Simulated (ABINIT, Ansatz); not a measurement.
# Quasiparticle gap of YVO4 (I4_1/amd) in ABINIT, part 2 of 2

Aim: the G0W0 gap of YVO4 (I4_1/amd) on LDA, step by step.

ABINIT 10.8.3; LDA and many-body steps on it, plane waves. Known limits of the many-body steps: not at the basis limit; no spin polarisation; d states lean on the start; no spin-orbit coupling.

So far. Step 2 (Ground state): The gap is direct, at Γ. Step 3 (Empty states on the mesh, 4×4×4 mesh, 283 bands): On this mesh the gap is 2.875 eV.

### Step 4. Screening, 4×4×4 mesh, 259 bands, screening to 149.7 eV

The RPA dielectric matrix is built and inverted for each q.

This step: RPA screening on LDA, plane waves, norm-conserving pseudopotentials.

File run.abi:

```
acell 3*1.0 Angstrom
rprim 
  -3.559150000000 3.559150000000 3.144650000000
  3.559150000000 -3.559150000000 3.144650000000
  3.559150000000 3.559150000000 -3.144650000000
ntypat 3
znucl 39 23 8
natom 12
typat 1 1 2 2 3 3 3 3 3 3 3 3
xred 
  0.750000000000 0.250000000000 0.500000000000
  0.000000000000 0.000000000000 0.000000000000
  0.500000000000 0.500000000000 0.000000000000
  0.250000000000 0.750000000000 0.500000000000
  0.510000000000 0.325800000000 0.184200000000
  0.075800000000 0.391600000000 0.315800000000
  0.141600000000 0.325800000000 0.815800000000
  0.075800000000 0.760000000000 0.684200000000
  0.240000000000 0.924200000000 0.315800000000
  0.674200000000 0.490000000000 0.815800000000
  0.608400000000 0.924200000000 0.684200000000
  0.674200000000 0.858400000000 0.184200000000
pp_dirpath "pseudos"
pseudos "Y.upf, V.upf, O.upf"
ecut 38
ngkpt 4 4 4
nshiftk 1
shiftk 0 0 0
kptopt 1
chksymbreak 0
istwfk *1
occopt 1
irdwfk 1
optdriver 3
nband 259
ecuteps 5.5
inclvkb 2
awtr 1
symchi 1
indata_prefix "in"
outdata_prefix "out"
tmpdata_prefix "tmp"
```

The run is started by

```bash
$ OMP_NUM_THREADS=1 mpirun -n 8 abinit run.abi > log
```

Numbers of over 12 decimals in the logs are rounded to 6 here.

Log:

```text
.Version 10.8.3 of ABINIT. v10.8.2 released Aug 2026.

 Symmetries : space group I4_1/a m d (#141); Bravais tI (body-center tetrag.)
[... echo of the input left out ...]
== DATASET  1 ==================================================================
-   mpi_nproc: 8, omp_nthreads: 1 (-1 if OMP is not activated)

--- !DatasetInfo
iteration_state: {dtset: 1, }
dimensions: {natom: 12, nkpt: 13, mband: 259, nsppol: 1, nspinor: 1, nspden: 1, mpw: 12062, }
cutoff_energies: {ecut:  38.0, pawecutdg:  -1.0, }
electrons: {nelect:   9.60000000E+01, charge:   0.00000000E+00, occopt:   1.00000000E+00, tsmear:   1.00000000E-02, }

 SCREENING: Calculation of the susceptibility and dielectric matrices

 Based on a program developped by R.W. Godby, V. Olevano, G. Onida, and L. Reining.
 Incorporated in ABINIT by V. Olevano, G.-M. Rignanese, and M. Torrent.
.Using double precision arithmetic ; gwpc =  8

[... cell and pseudopotentials left out ...]
--------------------------------------------------------------------------------

 ==== K-mesh for the wavefunctions ====
 Number of points in the irreducible wedge :    13
[... list of points left out ...]
 Together with 16 symmetry operations and time-reversal symmetry
 yields    64 points in the full Brillouin Zone.

 ==== Q-mesh for the screening function ====
 Number of points in the irreducible wedge :    13
[... list of points left out ...]
 Together with 16 symmetry operations and time-reversal symmetry
 yields    64 points in the full Brillouin Zone.

 setmesh: FFT mesh size selected  =    40x   40x   40
          total number of points  =        64000

 vcoul_init : cutoff-mode = AUXILIARY_FUNCTION
 q-points for optical limit:   1
     1)      0.000010    0.000020    0.000030

- screening: taking advantage of time-reversal symmetry
- Maximum band index for partially occupied states nbvw = 48
- Remaining bands to be divided among processors   nbcw = 211
- Number of bands treated by each node ~26

 Number of electrons calculated from density =   96.0000; Expected =   96.0000
 average of density, n =  0.089279
 r_s =    1.3880
 omega_plasma =   28.8224 [eV]

 calculating chi0 at frequencies [eV] :
  1    0.000000E+00    0.000000E+00
  2    0.000000E+00    2.882242E+01

--------------------------------------------------------------------------------
  q-point number  1        q = ( 0.000000, 0.000000, 0.000000) [r.l.u.]
--------------------------------------------------------------------------------
[... chi0 elements left out ...]
 For q-point:  0.000010 0.000020 0.000030
  dielectric constant =   4.0324
  dielectric constant without local fields =   4.9657

  Average fulfillment of the sum rule on Im[epsilon] for q-point    1 :     60.77  [%]
[... wings left out ...]
  q-point number  2        q = ( 0.250000, 0.000000, 0.000000) [r.l.u.]
--------------------------------------------------------------------------------
[... chi0 elements left out ...]
  Average fulfillment of the sum rule on Im[epsilon] for q-point    2 :     68.44  [%]

 [... 11 further q-points ...]
```

Run time: 21 min. Hardware: 8 MPI ranks of Arm Neoverse V2, shared host; peak memory 11 GiB.

Numbers from this step:

```
ε∞ with local fields, on this mesh, along the program's q direction : 4.032
the same without local fields                                       : 4.966
plasma frequency                                                    : 28.82 eV
plane waves in the screening matrix                                 : 671
```

Local fields lower ε∞ by 19 %.

### Step 5. Self-energy, 4×4×4 mesh, 259 bands, screening to 149.7 eV

The self-energy is evaluated for the states that the input lists, and the levels follow from it, in one-shot runs by the linearised quasiparticle equation.

This step: G0W0 on LDA, plane waves, norm-conserving pseudopotentials.

Edit run.abi of step 4 so:

```diff
@@ -33,8 +33,15 @@
 irdwfk 1
-optdriver 3
+optdriver 4
 nband 259
+gwcalctyp 0
+ecutsigx 38
+symsigma 1
+nkptgw 1
+kptgw 
+  0.0000000000 0.0000000000 0.0000000000
+bdgw 
+  46 50
 ecuteps 5.5
-inclvkb 2
-awtr 1
-symchi 1
+irdscr 1
+ppmodel 1
 indata_prefix "in"
```

Log:

```text
.Version 10.8.3 of ABINIT. v10.8.2 released Aug 2026.

 Symmetries : space group I4_1/a m d (#141); Bravais tI (body-center tetrag.)
[... echo of the input left out ...]
== DATASET  1 ==================================================================
-   mpi_nproc: 8, omp_nthreads: 1 (-1 if OMP is not activated)

--- !DatasetInfo
iteration_state: {dtset: 1, }
dimensions: {natom: 12, nkpt: 13, mband: 259, nsppol: 1, nspinor: 1, nspden: 1, mpw: 12062, }
cutoff_energies: {ecut:  38.0, pawecutdg:  -1.0, }
electrons: {nelect:   9.60000000E+01, charge:   0.00000000E+00, occopt:   1.00000000E+00, tsmear:   1.00000000E-02, }

 SIGMA: Calculation of the GW corrections

 Based on a program developped by R.W. Godby, V. Olevano, G. Onida, and L. Reining.
 Incorporated in ABINIT by V. Olevano, G.-M. Rignanese, and M. Torrent.
.Using double precision arithmetic ; gwpc =  8

[... cell and pseudopotentials left out ...]
--------------------------------------------------------------------------------

 ==== K-mesh for the wavefunctions ====
 Number of points in the irreducible wedge :    13
[... list of points left out ...]
 Together with 16 symmetry operations and time-reversal symmetry
 yields    64 points in the full Brillouin Zone.

 ==== Q-mesh for screening function ====
 Number of points in the irreducible wedge :    13
[... list of points left out ...]
 Together with 16 symmetry operations and time-reversal symmetry
 yields    64 points in the full Brillouin Zone.

 vcoul_init : cutoff-mode = AUXILIARY_FUNCTION
 q-points for optical limit:   1
     1)      0.000010    0.000020    0.000030
 setmesh: FFT mesh size selected  =    60x   60x   60
          total number of points  =       216000

 Number of electrons calculated from density =   96.0000; Expected =   96.0000
 average of density, n =  0.089279
 r_s =    1.3880
 omega_plasma =   28.8224 [eV]

 === KS Band Gaps ===
  >>>> For spin  1
   Minimum direct gap =   2.8750 [eV], located at k-point      :   0.0000  0.0000  0.0000
   Fundamental gap    =   2.8750 [eV], Top of valence bands at :   0.0000  0.0000  0.0000
                                       Bottom of conduction at :   0.0000  0.0000  0.0000
 SIGMA fundamental parameters:
 PLASMON POLE MODEL  1
 number of plane-waves for SigmaX                12033
 number of plane-waves for SigmaC and W            671
 number of plane-waves for wavefunctions         12033
 number of bands                                   259
 number of independent spin polarizations            1
 number of spinorial components                      1
 number of k-points in IBZ                          13
 number of q-points in IBZ                          13
 number of symmetry operations                      16
 number of k-points in BZ                           64
 number of q-points in BZ                           64
 number of frequencies for dSigma/dE                 9
 frequency step for dSigma/dE [eV]                0.25
 number of omega for Sigma on real axis              0
 max omega for Sigma on real axis  [eV]           0.00
 zcut for avoiding poles [eV]                     0.10

 EPSILON^-1 parameters (SCR file):
 dimension of the eps^-1 matrix on file            671
 dimension of the eps^-1 matrix used               671
 number of plane-waves for wavefunctions         12033
 number of bands                                   259
 number of q-points in IBZ                          13
 number of frequencies                               2
 number of real frequencies                          1
 number of imag frequencies                          1

 matrix elements of self-energy operator (all in [eV])

 Perturbative Calculation

--- !SelfEnergy_ee
iteration_state: {dtset: 1, }
kpoint     : [   0.000,    0.000,    0.000, ]
spin       : 1
KS_gap     :    2.875
QP_gap     :    5.225
Delta_QP_KS:    2.350
data: !SigmaeeData |
     Band     E0 <VxcDFT>   SigX SigC(E0)      Z dSigC/dE  Sig(E)    E-E0       E
       46   2.703 -19.235 -24.331   4.570   0.772  -0.296 -19.641  -0.406   2.298
       47   2.703 -19.235 -24.331   4.570   0.772  -0.296 -19.641  -0.406   2.298
       48   3.108 -19.463 -24.612   4.632   0.769  -0.300 -19.861  -0.398   2.710
       49   5.983 -20.102 -13.084  -4.542   0.788  -0.268 -18.150   1.953   7.935
       50   6.715 -22.451 -14.739  -4.895   0.773  -0.293 -20.273   2.179   8.893

== END DATASET(S) ==============================================================
================================================================================

 -outvars: echo values of variables after computation  --------
           etotal      0.0000000000E+00
            nband         259
             nkpt          13
          spgroup         141
 [... the other variables as echoed above ...]

 Calculation completed.
```

It took 43 s on 8 MPI ranks; peak memory 7.8 GiB; 5.7 min of CPU time.

Numbers from this step:

| Quantity | Value |
| --- | --- |
| G0W0 gap on the points computed | 5.225 eV |
| starting gap on the mesh | 2.875 eV |
| k of the valence top | 0, 0, 0 |
| k of the conduction bottom | 0, 0, 0 |
| Z at the valence top | 0.769 |
| Z at the conduction bottom | 0.788 |
| least direct G0W0 gap on the computed points | 5.225 eV |

The gap on the mesh goes from 2.87 eV to 5.22 eV, a correction of +2.35 eV.

Limits: finite bands, cutoff and mesh; no spin polarisation; d states lean on the start; no spin-orbit coupling. v1 is the top filled band, c1 the lowest empty one. The levels before and after the correction (eV, zero at the valence-band top of each column):

```tsv
	conduction bottom	valence top
Kohn-Sham	2.87	0.00
G0W0	5.22	0.00
```

```tsv
	level	energy (eV)
Kohn-Sham	Γ v3-v2	-0.405
Kohn-Sham	Γ v1	0.000
Kohn-Sham	Γ c1	2.875
Kohn-Sham	Γ c2	3.607
G0W0	Γ v3-v2	-0.412
G0W0	Γ v1	0.000
G0W0	Γ c1	5.225
G0W0	Γ c2	6.183
```

### Step 6. Where the time went

Times are wall times on 8 MPI ranks of Arm Neoverse V2, shared host, good to a factor of about two.

```tsv
step	time	share	memory (GiB)
ground state	78 s	5 %	1.1
empty states on the mesh	6 min	21 %	1.4
screening	21 min	72 %	11
self-energy	43 s	2 %	7.8
```

### Step 7. What came out

```yaml
lda_gap: 2.87 eV, direct
g0w0_gap_on_the_mesh: 5.22 eV
gw_settings: 4×4×4 mesh, 259 bands, screening to 149.7 eV, Godby-Needs plasmon pole
known_limits: not at the basis limit; no spin polarisation; d states lean on the start; no spin-orbit coupling
```

In words: G0W0 moves the gap on the mesh from 2.87 eV to 5.22 eV (+2.35 eV), with Z of 0.77 and 0.79 at the edges. Local fields lower the RPA ε∞ on this mesh from 4.97 to 4.03. Only 1 of the mesh's irreducible points was corrected, so a valley elsewhere could overtake. The dearest step here is «screening». Bands and cutoff are finite, so the gap is not at the basis limit. The miss can reach some tenths of an eV and take either sign; the mesh is an error of its own. In the G0W0 run levels were corrected at 1 k point alone, so a gap called «on the mesh» is the least over those, and an edge elsewhere would be missed. The runs have no spin polarisation. For a closed low-spin shell that is the natural state; where a d or f shell is open it is a constraint, and the gap is then not the crystal's own. With d states at the gap, one-shot GW leans hard on its start. The many-body steps are scalar-relativistic: spin-orbit coupling is not in them.

[Paths, hosts, dates, memory and timing lines, banners, echoed tables and standing remarks are left out of the program output.]

[Logs are printed without paths, hosts, clocks, repeated set-up lines and the standing remarks that a program may print on its own settings, such as how far it seeks lower states.]

[Runs of the session that timed out or met a known fault of the program may be left out.]

[Hosts, paths, dates, database ids (printed as entryN), source tags and the programs' standing remarks are cut or masked in the printed files.]

[G0W0 gaps are taken among the corrected bands and points alone; a level outside them can change the order at an edge.]

[Where Ansatz stands beside ABINIT at settings called matched, ABINIT's density can come from a denser mesh and the files from another edition; pairs whose starting gaps differed by over 0.03 eV were left out, so agreement reads better than it is.]
